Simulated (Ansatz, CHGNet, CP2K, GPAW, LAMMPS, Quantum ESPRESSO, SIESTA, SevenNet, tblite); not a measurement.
**Amorphous Hg30S21Se9 (60 atoms) in tblite**

Aim: run amorphous Hg30S21Se9 (60 atoms) in tblite and see how near its forces come to a plane-wave reference, and at what cost.

Main program and level: tblite 0.8.0; the method is named at each step.

## 1. Starting point

The cell holds 60 atoms: 30 Hg, 21 S and 9 Se. Cell: a = 11.895 Å, b = 11.895 Å, c = 11.895 Å, α = 90.0°, β = 90.0°, γ = 90.0°. 60 atoms (30 Hg, 21 S, 9 Se) placed at random at 7.3 g/cm³, melted at 2500 K for 10 ps at fixed volume with the Stillinger-Weber II-VI potential (Zhou et al., Phys. Rev. B 88, 085309 (2013)). Quenched from 2500 K to 300 K at 3 K/ps and fixed volume, held 5 ps, then minimised at fixed cell.

The yardstick, on the same geometry:

```
method                 : Kohn-Sham DFT, PBE, PAW, plane waves (Ansatz 0.2.0); cutoff 420 eV, Γ point, fermi-dirac smearing of 0.05 eV; PAW set soft_2
r.m.s. force component : 0.4119 eV/Å
longest force          : 1.588 eV/Å
pressure               : 0.5219 GPa
SCF cycles             : 12
time                   : 21 s on 8 threads of Arm Neoverse V1, shared host
CPU time               : 2.3 min
```

## 2. GFN1-xTB

Method: GFN1-xTB tight binding, diagonalisation.

Contents of run.py:

```python
import numpy as np
from ase.io import read
from tblite.ase import TBLite

atoms = read("structure.xyz")
atoms.calc = TBLite(method="GFN1-xTB", electronic_temperature=580, accuracy=1.0, max_iterations=250, mixer_damping=0.4, verbosity=1)
energy = atoms.get_potential_energy()
forces = atoms.get_forces()
print(f"energy {energy:.6f} eV")
print("forces (eV/A)")
for i, (a, f) in enumerate(zip(atoms, forces)):
    print(f"{i:4d} {a.symbol:2s} {f[0]:10.5f} {f[1]:10.5f} {f[2]:10.5f}")
stress = -atoms.get_stress(voigt=False) * 160.21766
print("stress (GPa, compression positive)")
for row in stress:
    print(" ".join(f"{x:10.4f}" for x in row))
print("charges (e)")
print(np.array2string(atoms.get_charges(), precision=4, suppress_small=True, max_line_width=110, threshold=100000))
```

Contents of structure.xyz:

```xyz
60
Lattice="11.89490 0.00000 0.00000 0.00000 11.89490 0.00000 0.00000 0.00000 11.89490" Properties=species:S:1:pos:R:3 pbc="T T T"
Hg 0.83276 9.35986 2.53980
Hg 0.79327 8.09983 11.57005
Hg 11.37628 5.57776 9.04072
Hg 5.98076 11.54804 1.72500
Hg 8.80020 7.82673 8.88394
Hg 8.66056 10.01313 6.26730
Hg 6.15050 7.40136 3.16678
Hg 9.41600 1.40384 11.68638
Hg 5.12266 7.36996 11.20916
Hg 3.81065 3.01191 2.96897
Hg 5.10267 11.15504 4.70550
Hg 8.93723 5.25992 0.05495
Hg 5.26516 7.16454 7.00443
Hg 0.83895 0.70763 5.71847
Hg 10.32144 6.74274 3.95137
Hg 10.14207 3.25873 6.25577
Hg 9.15753 9.14456 0.66718
Hg 0.13049 3.55087 2.25765
Hg 1.53111 5.09459 5.32261
Hg 1.79351 2.47188 9.73157
Hg 9.44324 0.22862 3.60606
Hg 4.97492 2.75355 10.95925
Hg 7.27088 4.10778 8.85920
Hg 7.63272 3.53302 3.27169
Hg 11.31812 11.07927 8.77463
Hg 1.68313 11.83804 0.65553
Hg 0.54871 8.15752 6.31512
Hg 3.53136 10.67805 8.76559
Hg 7.02989 0.90592 7.97113
Hg 4.83314 3.15536 6.60333
S 11.14112 2.04616 4.22174
S 7.47487 3.23494 5.88631
S 11.23461 10.38449 6.15716
S 5.65591 4.91842 2.39777
S 5.19165 8.74085 9.01931
S 10.95925 5.76106 6.39506
S 6.34343 5.05569 11.38687
S 9.74228 4.76058 2.44619
S 7.63438 10.30622 8.67376
S 7.93426 1.32307 1.92019
S 10.21665 9.67329 3.06389
S 7.77617 6.15442 7.11125
S 2.74844 6.44953 11.81152
S 4.65412 8.55933 4.90082
S 2.24766 5.10374 2.52077
S 1.92614 4.97266 9.45062
S 8.16204 7.93568 4.72132
S 7.42063 0.19353 5.35532
S 10.23806 7.26909 11.00124
S 3.48437 5.27574 7.02156
S 1.97907 7.70159 4.16345
Se 6.50377 8.94508 1.05222
Se 0.18390 2.04081 0.06055
Se 1.44142 10.37104 10.34333
Se 3.45452 1.35923 5.14228
Se 4.33379 1.40407 8.66948
Se 3.99086 1.24361 1.01345
Se 9.68126 3.55705 9.88918
Se 9.30300 10.92392 10.54090
Se 11.68507 1.75652 8.12101
```

Launch:

```
$ OMP_NUM_THREADS=1 python run.py > output.txt
```

The program printed:

```text
------------------------------------------------------------
  cycle        total energy    energy error   density error
------------------------------------------------------------
      1     -134.2423434999  -1.3385100E+02   6.0849281E-01
      2     -125.2261918268   9.0161517E+00   5.3819720E-01
      3     -130.9921636685  -5.7659718E+00   4.1103693E-01
      4     -134.3330570907  -3.3408934E+00   2.7891017E-01
      5     -135.4419342846  -1.1088772E+00   1.6922047E-01
      6     -135.8011155807  -3.5918130E-01   1.1620682E-01
      7     -136.0482620005  -2.4714642E-01   6.9370221E-02
      8     -136.1512196918  -1.0295769E-01   4.1539973E-02
      9     -136.1849012213  -3.3681529E-02   1.7226225E-02
     10     -136.1770334881   7.8677332E-03   2.2769963E-02
     11     -136.1797977712  -2.7642831E-03   2.0296817E-02
     12     -136.1888650856  -9.0673144E-03   9.0324996E-03
     13     -136.1907923560  -1.9272704E-03   4.9298194E-03
     14     -136.1909440069  -1.5165094E-04   3.6012465E-03
     15     -136.1912704647  -3.2645775E-04   1.5104235E-03
     16     -136.1913224288  -5.1964113E-05   8.2203362E-04
     17     -136.1913435929  -2.1164063E-05   2.9485584E-04
     18     -136.1913453571  -1.7642498E-06   1.4873456E-04
     19     -136.1913453778  -2.0694046E-08   1.3385806E-04
     20     -136.1913457498  -3.7198677E-07   6.6449226E-05
     21     -136.1913458738  -1.2400335E-07   1.2229170E-05
------------------------------------------------------------
 total:                                   1.676 sec
energy -3705.955286 eV
forces (eV/A)
   0 Hg    0.51159    0.42247   -0.35821
   1 Hg    0.75208   -0.52209    0.11590
   2 Hg    0.25251   -0.42428    0.09428
   3 Hg    0.08569   -0.28229   -0.12884
   4 Hg   -0.71974   -0.32018   -0.53751
   5 Hg   -0.16210   -0.51826   -0.95028
   6 Hg   -0.24885   -0.48306    0.44045
   7 Hg    0.35204    0.36356   -0.16646
   8 Hg   -0.43499   -0.18198   -0.00192
   9 Hg    0.11438    1.15426   -0.07822
  10 Hg   -0.06179   -0.45895    0.21737
  11 Hg   -0.10105   -0.44292    0.15705
  12 Hg    0.04677    0.11186   -0.36431
  13 Hg    0.11205    0.28301    0.23046
  14 Hg   -1.03861    0.54716    0.24682
  15 Hg   -0.38173   -0.07475    0.09467
  16 Hg   -0.20359    0.16211    0.44176
  17 Hg    0.16801    0.19512   -0.10985
  18 Hg    0.74098    0.79093   -0.82322
  19 Hg   -0.45602    0.49960   -0.14396
  20 Hg    0.09421   -0.12052    0.19058
  21 Hg    0.06634    0.49743    0.43797
  22 Hg    0.46498    0.99622   -0.28759
  23 Hg   -0.42847    0.30971    0.13233
[...]
52 Se    0.09547   -0.30692    0.39060
  53 Se    0.10783   -0.10766   -0.54419
  54 Se   -0.05937   -0.09079   -0.52965
  55 Se    0.39740   -0.04939    0.68408
  56 Se    0.21950   -0.15157   -0.21942
  57 Se   -0.78634    0.40338    0.29859
  58 Se   -0.26736    0.10862   -0.50906
  59 Se    0.28797   -0.46923   -0.88153
stress (GPa, compression positive)
   -1.0815    -0.6939     0.4348
   -0.6939    -1.3866     0.1278
    0.4348     0.1278    -1.0782
charges (e)
[ 0.1458  0.2397  0.2749  0.2175  0.3111  0.3187  0.2892  0.1841  0.2648  0.2156  0.2179  0.2885  0.3012
  0.2086  0.3377  0.3069  0.2228  0.2357  0.2782  0.1967  0.3359  0.2718  0.1874  0.3181  0.1639  0.1051
  0.3222  0.2353  0.2561  0.2583 -0.3604 -0.3339 -0.3231 -0.3511 -0.3255 -0.2998 -0.2845 -0.3155 -0.2181
 -0.3311 -0.3282 -0.2757 -0.22   -0.3052 -0.2566 -0.2611 -0.3253 -0.3301 -0.3131 -0.2986 -0.2529 -0.117
 -0.1519 -0.145  -0.1554 -0.111  -0.1137 -0.1539 -0.0681 -0.1839]
```

Wall time 2.2 s (1 thread of Arm Neoverse V1, shared host); peak memory 0.13 GiB.

Banners, paths, timers and routine set-up lines are dropped from the logs unmarked, and long logs keep their key lines alone; longer cuts are marked.

Against the reference:

```
r.m.s. force component                  : 0.4542 eV/Å
r.m.s. difference of force components   : 262.5 meV/Å
longest difference of force vectors     : 894.8 meV/Å
force difference over r.m.s. force      : 63.72 %
slope of forces against the reference's : 0.9049
correlation of force components         : 0.8206
pressure                                : -1.182 GPa
pressure difference                     : -1.704 GPa
```

Length of the force difference by element (eV/Å):

```csv
element,atoms,mean,most
Hg,30,0.39,0.86
S,21,0.44,0.89
Se,9,0.40,0.70
```

Local excerpt of 9 atoms (numbers count through the whole input) about Se56, which has 5 bonded neighbours where the commonest count for Se is 4; x, y, z are measured from there.

```csv
atom,x,y,z,distance (Å),bonds,Mulliken charge (e),Fx,Fy,Fz (eV/Å)
Se56,0.00,0.00,0.00,0.00,5,-0.11,0.40,-0.05,0.68
Hg22,0.64,1.35,2.29,2.73,3,0.27,0.07,0.50,0.44
Hg28,-0.80,-2.62,0.10,2.74,3,0.24,0.36,-0.46,0.18
Hg30,0.50,1.75,-2.07,2.75,4,0.26,-0.16,0.29,-0.42
Hg29,2.70,-0.50,-0.70,2.83,3,0.26,0.11,-0.04,-0.83
Hg20,-2.54,1.07,1.06,2.95,4,0.20,-0.46,0.50,-0.14
Se55,-0.88,-0.04,-3.53,3.64,4,-0.16,-0.06,-0.09,-0.53
Hg23,2.94,2.70,0.19,4.00,3,0.19,0.46,1.00,-0.29
Se57,-0.34,-0.16,4.24,4.26,4,-0.11,0.22,-0.15,-0.22
```

Atoms are counted from 1 here, from 0 in the log.

Forces lie 64 % from the reference's, at 0.016 times its CPU time (on 1 against 8 cores).

## 3. Results

```
force difference from the reference : tblite GFN1-xTB, 64 %
its CPU time                        : 2.2 s
```

**Reading.** Tight binding differs by 64 % (tblite GFN1-xTB); it is another model, with fitted parameters of its own, and the xTB methods hold dispersion. One electronic-structure run takes under half the reference's CPU time: tblite GFN1-xTB, at 64 % in 2.2 s against 2.3 min, too far off to be of use; its pressure misses by -1.7 GPa. Periodic xTB results under one method name differ between programs and library versions. The quench rate of 3 K/ps is many orders above laboratory rates, so the cell is likely richer in defects and strain than a real sample. The network of bonds at the start is that of the classical potential that made the cell, and needn't be the one that DFT or experiment would give. The electronic-structure runs sample only Γ, in a cell whose shortest periodic width is 12 Å, which is coarse for a cell with partly filled levels. Spin–orbit coupling is left out, which matters for the levels of the heavy elements.

[Also dropped from logs without a mark: logging warnings of Python, and SIESTA's first energy breakdown and zero terms.]

[Logs are printed without paths, hosts, clocks, repeated set-up lines and the standing remarks that a program may print on its own settings, such as how far it seeks lower states.]

[Hosts, paths, dates, database ids (printed as entryN), source tags and the programs' standing remarks are cut or masked in the printed files.]
